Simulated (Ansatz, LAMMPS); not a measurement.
# Site preference of Zn in place of Ga in Ga2O3 with crystalline order left by the classical run (100 atoms)

At which site of Ga2O3 with crystalline order left by the classical run (100 atoms) does Zn in place of Ga cost least, and what about the site decides it?

Calculated with Ansatz 0.2.0; Kohn-Sham DFT, LDA, PAW (set soft_1), plane waves.

### 1. Starting point

The cell holds 100 atoms: 40 Ga and 60 O. Its edges and angles: a = 10.071 Å, b = 10.071 Å, c = 10.071 Å, α = 90.0°, β = 90.0°, γ = 90.0°. 100 atoms (40 Fe, 60 O) placed at random at 4.44 g/cm³, melted at 5000 K for 10 ps at fixed volume with the Morse and Coulomb pair potential with partial charges (Pedone, Malavasi, Menziani, Cormack and Segre, J. Phys. Chem. B 110, 11780 (2006)). Quenched from 5000 K to 300 K at 100 K/ps and fixed volume, held 10 ps at zero pressure, then minimised at fixed cell. Then Fe was replaced by Ga and the cell scaled by 1.003 (the potential has no terms for the new elements, so the cell is a start for a DFT relaxation).

What the set-up can't give: The quench rate of 100 K/ps is many orders above laboratory rates, so the cell is likely richer in defects and strain than a real sample. The network of bonds at the start is that of the classical potential that made the cell, and needn't be the one that DFT or experiment would give. Sampling is at Γ alone, for a cell whose shortest periodic width is 10 Å.

### 2. Single point at the start

The forces at the start show how far the geometry lies from a minimum of this functional.

input.yaml reads:

```yaml
crystal:
  lattice:
    - [10.07124, 0.0, 0.0]
    - [0.0, 10.07124, 0.0]
    - [0.0, 0.0, 10.07124]
  atoms:
    - { symbol: Ga, position: [0.63622, 0.90455, 0.69049] }
    - { symbol: Ga, position: [0.41032, 0.2344, 0.01712] }
    - { symbol: Ga, position: [0.41312, 0.63753, 0.98264] }
    - { symbol: Ga, position: [0.91728, 0.48295, 0.43234] }
    - { symbol: Ga, position: [0.39352, 0.67083, 0.63217] }
    - { symbol: Ga, position: [0.38542, 0.02646, 0.53781] }
    - { symbol: Ga, position: [0.19429, 0.37331, 0.53744] }
    - { symbol: Ga, position: [0.89817, 0.16694, 0.34594] }
    - { symbol: Ga, position: [0.14474, 0.93974, 0.31612] }
    - { symbol: Ga, position: [0.45417, 0.02805, 0.85296] }
    - { symbol: Ga, position: [0.15475, 0.27431, 0.27387] }
    - { symbol: Ga, position: [0.88318, 0.59363, 0.98327] }
    - { symbol: Ga, position: [0.6717, 0.33286, 0.91532] }
    - { symbol: Ga, position: [0.67028, 0.7181, 0.50138] }
    - { symbol: Ga, position: [0.40281, 0.71767, 0.28462] }
    - { symbol: Ga, position: [0.4497, 0.45103, 0.4647] }
    - { symbol: Ga, position: [0.68838, 0.11149, 0.09084] }
    - { symbol: Ga, position: [0.89778, 0.37732, 0.15329] }
    - { symbol: Ga, position: [0.19899, 0.16654, 0.73969] }
    - { symbol: Ga, position: [0.92734, 0.85764, 0.09993] }
    - { symbol: Ga, position: [0.64144, 0.22297, 0.61775] }
    - { symbol: Ga, position: [0.13204, 0.62, 0.20269] }
    - { symbol: Ga, position: [0.65879, 0.5404, 0.71505] }
    - { symbol: Ga, position: [0.68648, 0.63144, 0.24216] }
    - { symbol: Ga, position: [0.19806, 0.95203, 0.98691] }
    - { symbol: Ga, position: [0.93035, 0.43573, 0.78289] }
    - { symbol: Ga, position: [0.89296, 0.96873, 0.5492] }
    - { symbol: Ga, position: [0.94132, 0.24368, 0.6206] }
    - { symbol: Ga, position: [0.88895, 0.78107, 0.76909] }
    - { symbol: Ga, position: [0.14762, 0.90264, 0.68038] }
    - { symbol: Ga, position: [0.92483, 0.07022, 0.86554] }
    - { symbol: Ga, position: [0.136, 0.70358, 0.50647] }
    - { symbol: Ga, position: [0.65416, 0.8339, 0.02609] }
    - { symbol: Ga, position: [0.4001, 0.42608, 0.79948] }
    - { symbol: Ga, position: [0.15058, 0.67713, 0.87298] }
    - { symbol: Ga, position: [0.40122, 0.0396, 0.221] }
    - { symbol: Ga, position: [0.3952, 0.42092, 0.18945] }
    - { symbol: Ga, position: [0.63729, 0.29275, 0.3007] }
    - { symbol: Ga, position: [0.14792, 0.33315, 0.94906] }
    - { symbol: Ga, position: [0.65387, 0.93747, 0.32448] }
    - { symbol: O, position: [0.73074, 0.11073, 0.27811] }
    - { symbol: O, position: [0.48231, 0.41825, 0.99642] }
    - { symbol: O, position: [0.83921, 0.24087, 0.80565] }
    - { symbol: O, position: [0.57035, 0.75451, 0.34392] }
    - { symbol: O, position: [0.81304, 0.54818, 0.14266] }
    - { symbol: O, position: [0.55887, 0.68458, 0.08918] }
    - { symbol: O, position: [0.24313, 0.51039, 0.90116] }
    - { symbol: O, position: [0.32594, 0.64641, 0.44239] }
    - { symbol: O, position: [0.54675, 0.4845, 0.28487] }
    - { symbol: O, position: [0.9905, 0.81159, 0.602] }
    - { symbol: O, position: [0.56276, 0.57097, 0.55453] }
    - { symbol: O, position: [0.08786, 0.74336, 0.32912] }
    - { symbol: O, position: [0.03638, 0.07541, 0.66498] }
    - { symbol: O, position: [0.75713, 0.49763, 0.87115] }
    - { symbol: O, position: [0.08543, 0.33314, 0.72447] }
    - { symbol: O, position: [0.33737, 0.4599, 0.62787] }
    - { symbol: O, position: [0.97633, 0.0044, 0.38752] }
    - { symbol: O, position: [0.48311, 0.8306, 0.60474] }
    - { symbol: O, position: [0.82694, 0.01572, 0.01565] }
    - { symbol: O, position: [0.31529, 0.59189, 0.16359] }
    - { symbol: O, position: [0.07596, 0.52782, 0.5241] }
    - { symbol: O, position: [0.08261, 0.94132, 0.12838] }
    - { symbol: O, position: [0.73524, 0.29574, 0.08775] }
    - { symbol: O, position: [0.79824, 0.62182, 0.40902] }
    - { symbol: O, position: [0.05012, 0.46305, 0.25541] }
    - { symbol: O, position: [0.81364, 0.96377, 0.74192] }
    - { symbol: O, position: [0.31801, 0.86659, 0.2349] }
    - { symbol: O, position: [0.22088, 0.71997, 0.69396] }
    - { symbol: O, position: [0.09769, 0.14394, 0.91214] }
    - { symbol: O, position: [0.81307, 0.35195, 0.33857] }
    - { symbol: O, position: [0.05082, 0.87974, 0.85664] }
    - { symbol: O, position: [0.34796, 0.05809, 0.02326] }
    - { symbol: O, position: [0.8353, 0.42187, 0.61725] }
    - { symbol: O, position: [0.28704, 0.99701, 0.76653] }
    - { symbol: O, position: [0.56001, 0.29818, 0.47148] }
    - { symbol: O, position: [0.2904, 0.7817, 0.95392] }
    - { symbol: O, position: [0.77778, 0.82405, 0.20457] }
    - { symbol: O, position: [0.56892, 0.88502, 0.86926] }
    [... 16 atom lines left out ...]
    - { symbol: O, position: [0.99148, 0.21795, 0.18873] }
    - { symbol: O, position: [0.53858, 0.07694, 0.67574] }
    - { symbol: O, position: [0.29781, 0.38562, 0.36208] }
    - { symbol: O, position: [0.24018, 0.11128, 0.29661] }
    - { symbol: O, position: [0.32617, 0.25955, 0.84758] }
    - { symbol: O, position: [0.9836, 0.41483, 0.97669] }
kpoints:
  mp_grid: { grid: [1, 1, 1] }
hamiltonian:
  xc: lda
  pseudopotentials: { kind: paw, azcp: { folder: soft_1 }, xc_functional: pbe }
scf:
  occupations: { method: gaussian, width: 0.05 }
output:
  forces: true
```

Launch:

```
$ ansatz run input.yaml --threads 4 --pin off --max-ram 8192MiB --backend cpu --events-out ev --progress --plain --runs-dir out
```

Numbers of over 12 decimals in the logs are rounded to 6 here.

The program printed:

```text
[...]
Pseudopotentials: kind: paw
Pseudopotential: Ga, paw, valence charge 13, recommended cutoff 420 eV (normal), soft_1/Ga.paw.azcp
Pseudopotential: O, paw, valence charge 6, recommended cutoff 420 eV (normal), soft_1/O.paw.azcp
[... 3 lines on functional and potentials left out ...]
Crystal: 100 atoms, lattice volume = 1021.525 Å³
Basis set: ecut = 420 eV, 20005 PW (Γ)
Bands: 540, of which v1, the nominal top of the filled ones, is band 440 counted from 1 (439 counted from 0)
Symmetry: 1 space group operations
Space group: P1 (ITA 1), of the structure as read, at distance tolerance 1.0e-4 Å
k-points: 1
[... 7 lines on functional and potentials left out ...]
Initial density: superposition of atomic densities (chi_scale 0.1, normalization cell, long waves kept (reshape's long-wave potential 0.16 eV rms))
Initial wavefunctions: pseudopotential atomic-orbital guess
[...]
SCF iter   1: F=—  HF=-181647.602499 eV  |F-HF|=—  |Δ(HF+E_count)|=         —  Δρ=1.15e-1  dr2=5.91e1  ethr=3.10e-3  ⟨swp⟩=5.0  Hψ=1717  notcnv=0  defer=47
preconditioner: auto → Resta (q_TF=auto, 2.661 Å⁻¹)  ε∞=4.4  [insulator: Δε(μ)=2.194 eV  Ē_g=18.716 eV  σ=0.050 eV  W_gap=1.00  n_scr=340 (ndim 8)  ℏωp=34.5 eV  f_vac=0.007  D(μ)=0.00/eV (n_scr^D=0)  ε∞_Penn≈4.4]
SCF iter   2: F=—  HF=-181632.509780 eV  |F-HF|=—  |Δ(HF+E_count)|=    1.51e1  Δρ=5.26e-2  dr2=1.43e1  ethr=3.10e-3  ⟨swp⟩=2.0  Hψ=1007  notcnv=0  defer=94
SCF iter   3: F=—  HF=-181626.798079 eV  |F-HF|=—  |Δ(HF+E_count)|=    5.71e0  Δρ=1.61e-2  dr2=1.66e0  ethr=1.62e-3  ⟨swp⟩=3.0  Hψ=837  notcnv=0  defer=94
SCF iter   4: F=—  HF=-181625.424268 eV  |F-HF|=—  |Δ(HF+E_count)|=    1.37e0  Δρ=3.97e-3  dr2=1.27e-1  ethr=1.88e-4  ⟨swp⟩=3.0  Hψ=1009  notcnv=0  defer=93
SCF iter   5: F=—  HF=-181625.512550 eV  |F-HF|=—  |Δ(HF+E_count)|=   8.83e-2  Δρ=8.00e-4  dr2=7.85e-3  ethr=1.45e-5  ⟨swp⟩=2.0  Hψ=827  notcnv=0  defer=63
automatic band count: iteration 5 solves 510 bands in place of 540: the levels show a gap, and the empty bands left out lie too high to hold charge; the band table lists the bands solved (type scf.n_extra_bands for more)
SCF iter   6: F=—  HF=-181625.511955 eV  |F-HF|=—  |Δ(HF+E_count)|=   5.94e-4  Δρ=2.54e-4  dr2=8.00e-4  ethr=8.92e-7  ⟨swp⟩=2.0  Hψ=859  notcnv=0  defer=63
SCF iter   7: F=—  HF=-181625.512470 eV  |F-HF|=—  |Δ(HF+E_count)|=   5.15e-4  Δρ=1.78e-4  dr2=2.26e-4  ethr=9.09e-8  ⟨swp⟩=2.0  Hψ=885  notcnv=0  defer=63
SCF iter   8: F=—  HF=-181625.512240 eV  |F-HF|=—  |Δ(HF+E_count)|=   2.30e-4  Δρ=4.65e-5  dr2=2.62e-5  ethr=2.57e-8  ⟨swp⟩=2.0  Hψ=884  notcnv=0  defer=63
SCF iter   9: F=—  HF=-181625.513327 eV  |F-HF|=—  |Δ(HF+E_count)|=   1.09e-3  Δρ=1.19e-5  dr2=1.96e-6  ethr=2.98e-9  ⟨swp⟩=2.0  Hψ=877  notcnv=0  defer=63
SCF iter  10: F=—  HF=-181625.513327 eV  |F-HF|=—  |Δ(HF+E_count)|=   7.42e-8  Δρ=3.47e-6  dr2=1.35e-7  ethr=2.22e-10  ⟨swp⟩=2.0  Hψ=872  notcnv=0  defer=63
SCF iter  11: F=-181625.513326 eV  HF=-181625.513327 eV  |F-HF|=1.02e-7  |Δ(HF+E_count)|=   1.22e-8  Δρ=2.23e-6  dr2=3.85e-8  ethr=1.14e-11  ⟨swp⟩=4.0  Hψ=1712  notcnv=0
SCF 1 converged in 11 iterations: F = -181625.513326 eV  dr2 = 3.85e-8
[...]
SCF converged after 11 iterations
Free energy (F): -181625.513326 eV
Harris-Foulkes:  -181625.513327 eV  (|F-HF|=1.02e-7)
Internal energy: -181625.513326 eV  (E = F + TS)
E sigma→0 (E₀):  -181625.513326 eV
Fermi energy:    9.334031 eV
--- Per-component energies (eV) ---
[...]
Σ components = -181625.513326   (vs F -181625.513326, Δ=0.00e0)
--- Forces (eV/Å), atoms counted from 1 ---
  atom   1  Ga    -0.48489156    -0.18770124     0.44611801
  atom   2  Ga     0.31745847     0.64129267    -0.32564297
  atom   3  Ga    -0.32271409     0.12109507    -0.14712009
  atom   4  Ga     0.09680019    -0.15991110     0.78295399
[...]
atom 100  O     -0.24563767     0.00384936    -0.04478711
  max |Σ_I F_I| component: 3.88e-5 eV/Å
```

The job ended after 17 s (4 threads of Intel Xeon Platinum 8488C (Sapphire Rapids), shared host; peak memory 1.7 GiB; 42 s of CPU time).

The r.m.s. force at the start is 0.37 eV/Å.

### 3. Relaxation

With the cell held, the atoms are moved downhill towards a nearby minimum.

input.yaml reads:

```yaml
crystal:
  lattice:
    - [10.07124, 0.0, 0.0]
    - [0.0, 10.07124, 0.0]
    - [0.0, 0.0, 10.07124]
  atoms:
    [... the 100 atom lines of step 2 ...]
kpoints:
  mp_grid: { grid: [1, 1, 1] }
hamiltonian:
  xc: lda
  pseudopotentials: { kind: paw, azcp: { folder: soft_1 }, xc_functional: pbe }
scf:
  occupations: { method: gaussian, width: 0.05 }
output:
  forces: true
relax:
  f_tol: 0.05
  max_steps: 120
```

The program printed:

```text
[...]
Crystal: 100 atoms, lattice volume = 1021.525 Å³
Basis set: ecut = 420 eV, 20005 PW (Γ)
Bands: 540, of which v1, the nominal top of the filled ones, is band 440 counted from 1 (439 counted from 0)
Symmetry: 1 space group operations
[...]
k-points: 1
[...]
SCF iter   1: F=—  HF=-181647.602499 eV  |F-HF|=—  |Δ(HF+E_count)|=         —  Δρ=1.15e-1  dr2=5.91e1  ethr=3.10e-3  ⟨swp⟩=5.0  Hψ=1717  notcnv=0  defer=47
[...]
SCF iter   9: F=-181625.513326 eV  HF=-181625.513327 eV  |F-HF|=5.59e-7  |Δ(HF+E_count)|=   7.59e-7  Δρ=1.20e-5  dr2=1.97e-6  ethr=2.99e-9  ⟨swp⟩=3.0  Hψ=1422  notcnv=0
SCF 1 converged in 9 iterations: F = -181625.513326 eV  dr2 = 1.97e-6
[...]
relax step   1: F+E_penalty+E_count = -181625.51332596 eV  Δ(F+E_penalty+E_count) = +0.000e0 eV  max|allowed force component| = 1.157e0 eV/Å  Δτ_max = 0.0000 Å  (9 SCF iters, dr2 threshold 6.25e-5 eV, accepted)
[...]
relax step   2: F+E_penalty+E_count = -181626.68808402 eV  Δ(F+E_penalty+E_count) = -1.175e0 eV  max|allowed force component| = 7.422e-1 eV/Å  Δτ_max = 0.1001 Å  (7 SCF iters, dr2 threshold 8.37e-5 eV, accepted)
[...]
relax step   3: F+E_penalty+E_count = -181627.84078596 eV  Δ(F+E_penalty+E_count) = -1.153e0 eV  max|allowed force component| = 2.268e-1 eV/Å  Δτ_max = 0.2000 Å  (8 SCF iters, dr2 threshold 3.44e-5 eV, accepted)
relax step   4: F+E_penalty+E_count = -181628.03970353 eV  Δ(F+E_penalty+E_count) = -1.989e-1 eV  max|allowed force component| = 1.523e-1 eV/Å  Δτ_max = 0.2000 Å  (8 SCF iters, dr2 threshold 4.80e-6 eV, accepted)
relax step   5: F+E_penalty+E_count = -181628.13659881 eV  Δ(F+E_penalty+E_count) = -9.690e-2 eV  max|allowed force component| = 1.187e-1 eV/Å  Δτ_max = 0.2000 Å  (9 SCF iters, accepted)
relax step   6: F+E_penalty+E_count = -181628.18902619 eV  Δ(F+E_penalty+E_count) = -5.243e-2 eV  max|allowed force component| = 1.124e-1 eV/Å  Δτ_max = 0.2000 Å  (8 SCF iters, dr2 threshold 6.35e-6 eV, accepted)
relax step   7: F+E_penalty+E_count = -181628.20659780 eV  Δ(F+E_penalty+E_count) = -1.757e-2 eV  max|allowed force component| = 4.950e-2 eV/Å  Δτ_max = 0.0659 Å  (7 SCF iters, dr2 threshold 7.66e-6 eV, accepted)
relax step   8: F+E_penalty+E_count = -181628.20659820 eV  Δ(F+E_penalty+E_count) = -4.051e-7 eV  max|allowed force component| = 4.973e-2 eV/Å  Δτ_max = 0.0000 Å  (4 SCF iters, accepted)
relax step   9: F+E_penalty+E_count = -181628.18163788 eV  Δ(F+E_penalty+E_count) = +2.496e-2 eV  max|allowed force component| = 2.144e-1 eV/Å  Δτ_max = 0.0976 Å  (9 SCF iters, rejected (line search))
relax step  10: F+E_penalty+E_count = -181628.20632208 eV  Δ(F+E_penalty+E_count) = +2.761e-4 eV  max|allowed force component| = 1.229e-1 eV/Å  Δτ_max = 0.0207 Å  (9 SCF iters, rejected (line search))
[...]
relax step  11: F+E_penalty+E_count = -181628.20907204 eV  Δ(F+E_penalty+E_count) = -2.474e-3 eV  max|allowed force component| = 3.258e-2 eV/Å  Δτ_max = 0.0099 Å  (7 SCF iters, accepted)
SCF converged after 7 iterations
Free energy (F): -181628.209072 eV
[...]
Internal energy: -181628.209072 eV  (E = F + TS)
E sigma→0 (E₀):  -181628.209072 eV
Fermi energy:    9.546314 eV
[...]
--- Forces (eV/Å), atoms counted from 1 ---
  atom   1  Ga    -0.00220372    -0.00629818    -0.00168547
  atom   2  Ga     0.00843080    -0.01093243    -0.00071171
  atom   3  Ga    -0.00559249     0.00375741     0.00699493
  atom   4  Ga    -0.01483583     0.00182243    -0.00816253
  atom   5  Ga     0.00681688     0.00535358    -0.00174409
  atom   6  Ga     0.01568090    -0.03258131    -0.02266253
  atom   7  Ga     0.02208384    -0.00069479    -0.00059570
  atom   8  Ga     0.00278481     0.00296381    -0.00046779
  atom   9  Ga    -0.00033853    -0.00031152    -0.00007699
  atom  10  Ga     0.00114448     0.00774273     0.00090815
  atom  11  Ga     0.00279142     0.00300982     0.00148325
  atom  12  Ga    -0.00002808    -0.00060967    -0.00139757
  atom  13  Ga     0.00349038    -0.00165853     0.00221220
  atom  14  Ga    -0.00151376     0.00404818    -0.00088491
[...]
atom  99  O     -0.00916108     0.00253138    -0.00736747
  atom 100  O      0.00310448     0.00170977    -0.00080910
  max |Σ_I F_I| component: 7.28e-5 eV/Å
--- Relaxed structure (11 steps of the walk, 9 accepted, 0 SCFs on fresh bases) ---
  F+E_penalty+E_count = -181628.20907204 eV   max|allowed force component| = 3.258e-2 eV/Å
  atoms:
    - { symbol: Ga, position: [0.640968, 0.906023, 0.694525] }
    - { symbol: Ga, position: [0.400625, 0.237192, 0.029703] }
    - { symbol: Ga, position: [0.402392, 0.630737, 0.998284] }
    - { symbol: Ga, position: [0.916745, 0.478423, 0.426102] }
[...]
- { symbol: O, position: [0.975239, 0.410525, 0.968116] }
```

The job ended after 89 s (4 threads; peak memory 1.7 GiB; 5.5 min of CPU time).

The relaxation converged after 11 steps, 2.70 eV below its start, with a largest force component of 0.033 eV/Å.

### 4. Single point at the relaxed geometry

One more single point at the end of the walk gives the fuller output and checks the residual forces.

input.yaml reads:

```yaml
crystal:
  lattice:
    - [10.07124, 0.0, 0.0]
    - [0.0, 10.07124, 0.0]
    - [0.0, 0.0, 10.07124]
  atoms:
    - { symbol: Ga, position: [0.64097, 0.90602, 0.69452] }
    - { symbol: Ga, position: [0.40062, 0.23719, 0.0297] }
    - { symbol: Ga, position: [0.40239, 0.63074, 0.99828] }
    - { symbol: Ga, position: [0.91674, 0.47842, 0.4261] }
    - { symbol: Ga, position: [0.39653, 0.69134, 0.63629] }
    - { symbol: Ga, position: [0.38721, 0.01442, 0.53432] }
    [... 88 atom lines left out ...]
    - { symbol: O, position: [0.99464, 0.2174, 0.19101] }
    - { symbol: O, position: [0.56524, 0.0809, 0.68904] }
    - { symbol: O, position: [0.30439, 0.3835, 0.38001] }
    - { symbol: O, position: [0.23712, 0.10207, 0.29622] }
    - { symbol: O, position: [0.31447, 0.27126, 0.86251] }
    - { symbol: O, position: [0.97524, 0.41053, 0.96812] }
kpoints:
  mp_grid: { grid: [1, 1, 1] }
hamiltonian:
  xc: lda
  pseudopotentials: { kind: paw, azcp: { folder: soft_1 }, xc_functional: pbe }
scf:
  occupations: { method: gaussian, width: 0.05 }
output:
  forces: true
  stress: true
  populations: true
  dos:
    method: { smearing: { sigma: 0.08 } }
    de: 0.1
    projected: { site_lists: { Ga: [Ga], O: [O] } }
  eigenvalues: true
  write_density: true
  write_potential: true
  volumetric_format: npy
  elf: true
```

The program printed:

```text
[...]
Crystal: 100 atoms, lattice volume = 1021.525 Å³
Basis set: ecut = 420 eV, 20005 PW (Γ)
Bands: 540, of which v1, the nominal top of the filled ones, is band 440 counted from 1 (439 counted from 0)
Symmetry: 1 space group operations
[...]
k-points: 1
[...]
SCF iter   1: F=—  HF=-181651.270598 eV  |F-HF|=—  |Δ(HF+E_count)|=         —  Δρ=1.16e-1  dr2=6.23e1  ethr=3.10e-3  ⟨swp⟩=5.0  Hψ=1712  notcnv=0  defer=49
[...]
SCF iter  12: F=-181628.209073 eV  HF=-181628.209073 eV  |F-HF|=1.43e-8  |Δ(HF+E_count)|=   4.19e-8  Δρ=1.19e-6  dr2=1.63e-8  ethr=8.21e-12  ⟨swp⟩=7.0  Hψ=3140  notcnv=0
SCF 1 converged in 12 iterations: F = -181628.209073 eV  dr2 = 1.63e-8
[...]
SCF converged after 12 iterations
Free energy (F): -181628.209073 eV
[...]
Internal energy: -181628.209073 eV  (E = F + TS)
E sigma→0 (E₀):  -181628.209073 eV
Fermi energy:    9.546314 eV
[...]
--- Forces (eV/Å), atoms counted from 1 ---
  atom   1  Ga    -0.00284629    -0.00545691    -0.00114419
  atom   2  Ga     0.00888332    -0.01142542    -0.00013964
  atom   3  Ga    -0.00521819     0.00306729     0.00770050
  atom   4  Ga    -0.01412330     0.00279937    -0.00767748
  atom   5  Ga     0.00623488     0.00490609    -0.00242302
  atom   6  Ga     0.01605181    -0.03236479    -0.02258115
  atom   7  Ga     0.02225675    -0.00065502    -0.00030209
  atom   8  Ga     0.00199129     0.00183562    -0.00055461
  atom   9  Ga    -0.00040503     0.00095765    -0.00022999
  atom  10  Ga     0.00053778     0.00853936     0.00125732
  atom  11  Ga     0.00327373     0.00286794     0.00075884
  atom  12  Ga     0.00055215     0.00049762    -0.00045319
  atom  13  Ga     0.00306044    -0.00216239     0.00276630
  atom  14  Ga    -0.00084905     0.00419167    -0.00163415
[...]
atom  99  O     -0.00903702     0.00383043    -0.00788429
  atom 100  O      0.00340364     0.00149650    -0.00122479
  max |Σ_I F_I| component: 3.84e-5 eV/Å
--- Stress (GPa, compression-positive) ---
       -6.853628       1.154448       1.775412
        1.154448      -1.079446      -0.748805
        1.775412      -0.748805      -2.852446
  P = ⅓ Tr σ = -3.5952 GPa (-35.952 kbar)
--- Band table (eV) ---
[...]
--- Löwdin populations: 100 sites ---
  site symbol       q [e]
     0     Ga     11.9908
     1     Ga     12.0051
     2     Ga     11.9880
[...]
99      O      6.6352
  spilling = 0.002654 (of n_electrons = 880.000000)
```

Wall time 21 s (4 threads); peak memory 1.8 GiB; 78 s of CPU time.

Read from the output:

- free energy: -181628.2091 eV
- free energy per atom: -1816.2821 eV/atom
- SCF cycles: 12
- pressure: -3.595 GPa
- r.m.s. force component: 0.00636 eV/Å
- longest force: 0.04308 eV/Å
- Fermi energy: 9.546 eV
- gap (highest filled to lowest empty level): 1.642 eV
- spilling of the projection: 0.002654

(Part 1 of 3 ends here.)

[Logs are printed without paths, hosts, clocks, repeated set-up lines and the standing remarks that a program may print on its own settings, such as how far it seeks lower states.]

[Hosts, paths, dates, database ids (printed as entryN), source tags and the programs' standing remarks are cut or masked in the printed files.]
